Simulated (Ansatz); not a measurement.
# Starting-point dependence of the GW gap of ZnWO4 (P2/c), part 2 of 2

How much of the starting functional survives in the G0W0 gap of ZnWO4 (P2/c)?

Ansatz 0.2.0; G0W0 on several functionals, plane waves, PAW. Known limits of the many-body steps: not at the basis limit; d shell near the gap, gap tends to lie low; no spin-orbit coupling; coarse k mesh.

So far. Step 2 (G0W0 on LDA): The gap on the mesh goes from 2.85 eV to 4.41 eV, a correction of +1.55 eV, though a band edge has moved to another state.

In doubt: masses and optical values from hybrid runs of this build are listed as unsure (steps 3, 4), which bears on the screening that GW takes from such a start.

### 3. G0W0 on HSE06

One-shot GW remembers its start. Another functional's orbitals and levels show by how much.

This step: G0W0 on HSE06, plane waves, PAW.

input.yaml reads:

```yaml
crystal:
  lattice:
    - [4.6986, 0.0, 0.0]
    - [0.0, 5.7293, 0.0]
    - [-0.052988409, 0.0, 4.9364156144]
  atoms:
    - { symbol: Zn, position: [0.5, 0.684, 0.25] }
    - { symbol: Zn, position: [0.5, 0.316, 0.75] }
    - { symbol: W, position: [0.0, 0.18258, 0.25] }
    - { symbol: W, position: [0.0, 0.81742, 0.75] }
    - { symbol: O, position: [0.2169, 0.1051, 0.9363] }
    - { symbol: O, position: [0.7831, 0.1051, 0.5637] }
    - { symbol: O, position: [0.7831, 0.8949, 0.0637] }
    - { symbol: O, position: [0.2169, 0.8949, 0.4363] }
    - { symbol: O, position: [0.2565, 0.3777, 0.3996] }
    - { symbol: O, position: [0.7435, 0.3777, 0.1004] }
    - { symbol: O, position: [0.7435, 0.6223, 0.6004] }
    - { symbol: O, position: [0.2565, 0.6223, 0.8996] }
kpoints:
  mp_grid: { grid: [4, 2, 4] }
hamiltonian:
  xc: hse06
scf:
  occupations: { method: fixed }
gw:
  n_empty_bands: 283
  ecut_chi: 96
  qp_bands: [v4, c4]
  qp_kpoints: band_edges
  screening: { model: contour_deformation }
```

The run is started by

```
$ ansatz run input.yaml --threads 3 --pin off --max-ram 92160MiB --backend cuda --events-out ev --progress --plain --runs-dir out --devices 1 --max-vram 13GiB
```

Numbers of over 12 decimals in the logs are rounded to 6 here.

Output:

```text
GPUs: using 1 of 1 available (devices: 1).
[...]
davidson cushion auto → on  (no smearing: the cushion is to keep the highest requested band from converging to the state above it; pin scf.eigensolver.cushion to override)
[...]
GPU FFT provider: cuFFT
GPU libraries: cuBLAS 13.8.2, cuFFT 12.4.0, cuSOLVER 12.3.4
Crystal: 12 atoms, lattice volume = 132.887 Å³
Basis set: ecut = 420 eV, 2605 PW (Γ)
Bands: 62, of which v1, the nominal top of the filled ones, is band 50 counted from 1 (49 counted from 0)
Symmetry: 4 space group operations
[...]
k-points: 20 of 32
[...]
GPU buffer pool allocated for 46080 grid points (all kernels)
[...]
SCF iter   1: F=—  HF=-31950.557114 eV  |F-HF|=—  |Δ(HF+E_count)|=         —  Δρ=5.07e-3  dr2=4.61e-2  ethr=1.77e-3  ⟨swp⟩=6.2  Hψ=5537  notcnv=0
[...]
SCF iter   5: F=-31950.554271 eV  HF=-31950.554240 eV  |F-HF|=3.07e-5  |Δ(HF+E_count)|=   2.01e-5  Δρ=3.33e-4  dr2=6.20e-5  ethr=9.14e-7  ⟨swp⟩=2.8  Hψ=2762  notcnv=0
SCF 1 stopped early in 5 iterations: F = -31950.554271 eV  dr2 = 6.20e-5
[...]
GPU FFT provider: cuFFT
GPU libraries: cuBLAS 13.8.2, cuFFT 12.4.0, cuSOLVER 12.3.4
[...]
GPU buffer pool allocated for 46080 grid points (all kernels)
[...]
Frozen-core exchange: fock
[...]
Internal energy: -31950.258747 eV  (E = F + TS)
E sigma→0 (E₀):  -31950.258747 eV
Fermi energy:    7.433353 eV
[...]
--- Band table (eV; the first three rows and the last of 20) ---
  k-point 0: bands = [... 46 lower, 6.6946, 7.0749, 7.1602, 7.2006, 12.2992, 12.7557, 12.7928, 12.8177, ... 2 higher]
  k-point 1: bands = [... 46 lower, 6.8151, 6.9991, 7.1908, 7.4171, 12.4591, 12.5373, 12.6610, 12.7312, ... 2 higher]
  k-point 2: bands = [... 46 lower, 6.9272, 6.9272, 7.3075, 7.3075, 12.4056, 12.4056, 12.8026, 12.8026, ... 2 higher]
  k-point 19: bands = [... 46 lower, 6.5106, 6.5106, 7.0839, 7.0839, 12.6477, 12.6477, 12.9054, 12.9054, ... 2 higher]
  guard bands above this table: 6 of the run's 62 bands. The solve was not asked for them (output.publish_guard_bands: true or output.eigenvalues: true publishes all)
[...]
0    47      6.6946   -27.3025     4.5274   -23.0066  0.7752     6.9255     6.9261  root
     0    48      7.0749   -28.8997     4.4414   -24.6826  0.7840     7.2987     7.2992  root
     0    49      7.1602   -26.3780     4.4583   -22.2462  0.7752     7.4855     7.4867  root
     0    50      7.2006   -26.8392     4.3529   -22.8107  0.7806     7.5239     7.5249  root
     0    51     12.2992   -15.3077    -3.8161   -20.0008  0.8146    13.1824    13.1761  root
     0    52     12.7557   -16.9858    -3.9704   -21.8624  0.8044    13.6698    13.6620  root
     0    53     12.7928   -15.8215    -4.1378   -20.8210  0.8092    13.6615    13.6545  root
     0    54     12.8177   -16.1633    -4.0761   -21.1499  0.8047    13.7361    13.7281  root
[...]
19    51     12.6477   -15.5160    -4.2379   -20.5713  0.8102    13.4714    13.4651  root
    19    52     12.6477   -15.5160    -4.2379   -20.5713  0.8102    13.4714    13.4651  root
    19    53     12.9054   -16.0143    -4.0279   -20.8950  0.8084    13.7650    13.7582  root
    19    54     12.9054   -16.0143    -4.0279   -20.8950  0.8084    13.7650    13.7582  root
[key lines of the parts left out:]
Free energy (F): -31950.258747 eV
```

Run time: 92 s. Hardware: 1 × NVIDIA H100 80GB HBM3 (shared by 6 runs) with 3 threads of AMD EPYC 7R13 (Zen 3), shared host; peak memory 2.3 GiB.

Numbers from this step:

```
bands summed                                 : 333
RPA ε∞ on this mesh (eigenvalues)            : 3.864, 3.885, 4.292
plane waves in the screening matrix          : 277
q-points in the mesh                         : 32
G0W0 gap on the mesh                         : 4.871 eV
k of the valence top                         : 0.25, 0, -0.25
k of the conduction bottom                   : 0, -0.5, 0
starting gap on the mesh                     : 4.411 eV
Z at the valence top                         : 0.7802
Z at the conduction bottom                   : 0.8189
least direct G0W0 gap on the computed points : 4.904 eV
```

Against the run with 4×2×4 mesh, 283 empty bands, screening to 96 eV on LDA, the gap moves by +0.46 eV, while the start moved by +1.56 eV.

### 4. G0W0 on PBE0

This step: G0W0 on PBE0, plane waves, PAW.

input.yaml, as its differences from that of step 3:

```diff
@@ -21,3 +21,3 @@
 hamiltonian:
-  xc: hse06
+  xc: pbe0
 scf:
```

Output:

```text
GPUs: using 1 of 1 available (devices: 1).
[...]
GPU FFT provider: cuFFT
GPU libraries: cuBLAS 13.8.2, cuFFT 12.4.0, cuSOLVER 12.3.4
Crystal: 12 atoms, lattice volume = 132.887 Å³
Basis set: ecut = 420 eV, 2605 PW (Γ)
Bands: 62, of which v1, the nominal top of the filled ones, is band 50 counted from 1 (49 counted from 0)
Symmetry: 4 space group operations
[...]
k-points: 20 of 32
[...]
0    53     13.1735   -15.7928    -4.0191   -20.3950  0.8209    13.7593    13.7567  root
     0    54     13.2002   -16.1390    -3.9560   -20.7273  0.8167    13.8356    13.8325  root
[...]
19    51     13.0258   -15.4776    -4.1186   -20.1361  0.8219    13.5679    13.5657  root
    19    52     13.0258   -15.4776    -4.1186   -20.1361  0.8219    13.5679    13.5657  root
    19    53     13.2831   -15.9770    -3.9123   -20.4668  0.8203    13.8631    13.8606  root
    19    54     13.2831   -15.9770    -3.9123   -20.4668  0.8203    13.8631    13.8606  root
[key lines of the parts left out:]
Free energy (F): -31946.161060 eV
Fermi energy:    7.039300 eV
```

Wall time 72 s (1 × NVIDIA H100 80GB HBM3 (shared by 6 runs) with 3 threads); peak memory 2.3 GiB.

Numbers from this step:

- bands summed: 333
- RPA ε∞ on this mesh (eigenvalues): 3.656, 3.683, 4.038
- plane waves in the screening matrix: 277
- G0W0 gap on the mesh: 5.087 eV
- k of the valence top: 0.25, 0, -0.25
- k of the conduction bottom: 0, -0.5, 0
- starting gap on the mesh: 5.171 eV
- least direct G0W0 gap on the computed points: 5.120 eV

Against the run with 4×2×4 mesh, 283 empty bands, screening to 96 eV on HSE06, the gap moves by +0.22 eV, while the start moved by +0.76 eV.

### 5. Side by side

All on the 4×2×4 mesh with 283 empty bands and screening to 96 eV. Times are wall times on 1 × NVIDIA H100 80GB HBM3 (shared by 6 runs) with 3 threads of AMD EPYC 7R13 (Zen 3), shared host, good to a factor of about two.

```
start  starting gap (eV)  shift (eV)  G0W0 gap (eV)  RPA ε∞ (harmonic mean)  Z (valence, conduction)  time
  LDA               2.85       +1.55           4.41                    5.33               0.74, 0.79  22 s
HSE06               4.41       +0.46           4.87                    4.00               0.78, 0.82  92 s
 PBE0               5.17       −0.08           5.09                    3.78               0.79, 0.83  72 s
```

The parts of the quasiparticle energy at the two band edges (eV; QP = start + Σx + Σc − Vxc):

```
  run               edge  start      Σx     Σc     Vxc     Z     QP
  LDA        valence top   8.19  -27.94   4.81  -22.87  0.74   7.93
  LDA  conduction bottom  11.06  -15.67  -4.34  -21.28  0.79  12.33
HSE06        valence top   7.43  -27.57   4.41  -23.48  0.78   7.75
HSE06  conduction bottom  11.84  -15.19  -4.16  -20.13  0.82  12.62
 PBE0        valence top   7.04  -27.59   4.28  -23.89  0.79   7.62
 PBE0  conduction bottom  12.21  -15.15  -4.06  -19.71  0.83  12.71
```

For a hybrid start, Vxc holds its share of exact exchange. Where G0W0 reorders the edges (LDA), the two states listed lie further apart at the start than the starting gap.

### 6. Results

```
G0W0@LDA     : 4.41 eV (start 2.85 eV)
G0W0@HSE06   : 4.87 eV (start 4.41 eV)
G0W0@PBE0    : 5.09 eV (start 5.17 eV)
known limits : not at the basis limit; d shell near the gap, gap tends to lie low; no spin-orbit coupling; coarse k mesh
```

The starting gaps span 2.32 eV and the G0W0 gaps 0.68 eV. Between LDA and PBE0, 0.68 eV of the 2.32 eV survives, 29 %. PBE0 screens less than LDA (ε∞ 3.78 against 5.33). Of the 0.68 eV by which its G0W0 gap is higher, the correlation part gives +0.81 eV, and exchange with the one-particle terms, which follow the orbitals, −0.13 eV. On PBE0 the correction is negative: that start lies above its own G0W0 value. The smallest correction, −0.08 eV, is on PBE0, the start nearest to reproducing itself. Bands and cutoff are finite, so the gap is not at the basis limit. The miss can reach some tenths of an eV and take either sign; the mesh is an error of its own. The 4×2×4 mesh is coarse for this cell (its supercell is 11 Å along the shortest edge). The RPA ε∞ on it, from the LDA start, is 5.08, 5.18 and 5.76; such meshes misread the long-range screening, most where the gap is narrow. The program warns that the mesh is coarse for exact exchange, which bears on the hybrid start's gap. A d shell, filled or nearly so, lies near the gap. One-shot GW converges very slowly in bands there, not always from below, and on a semilocal start the gap tends to come out low; starts rich in exact exchange can overshoot instead. The many-body steps are scalar-relativistic: spin-orbit coupling is not in them.

[Paths, hosts, dates, memory and timing lines, banners, echoed tables and standing remarks are left out of the program output.]

[Logs are printed without paths, hosts, clocks, repeated set-up lines and the standing remarks that a program may print on its own settings, such as how far it seeks lower states.]

[Runs of the session that timed out or met a known fault of the program may be left out.]

[Cells called generated may have been cut or substituted from an entry of the Crystallography Open Database or the Materials Project.]

[Hosts, paths, dates, database ids (printed as entryN), source tags and the programs' standing remarks are cut or masked in the printed files.]
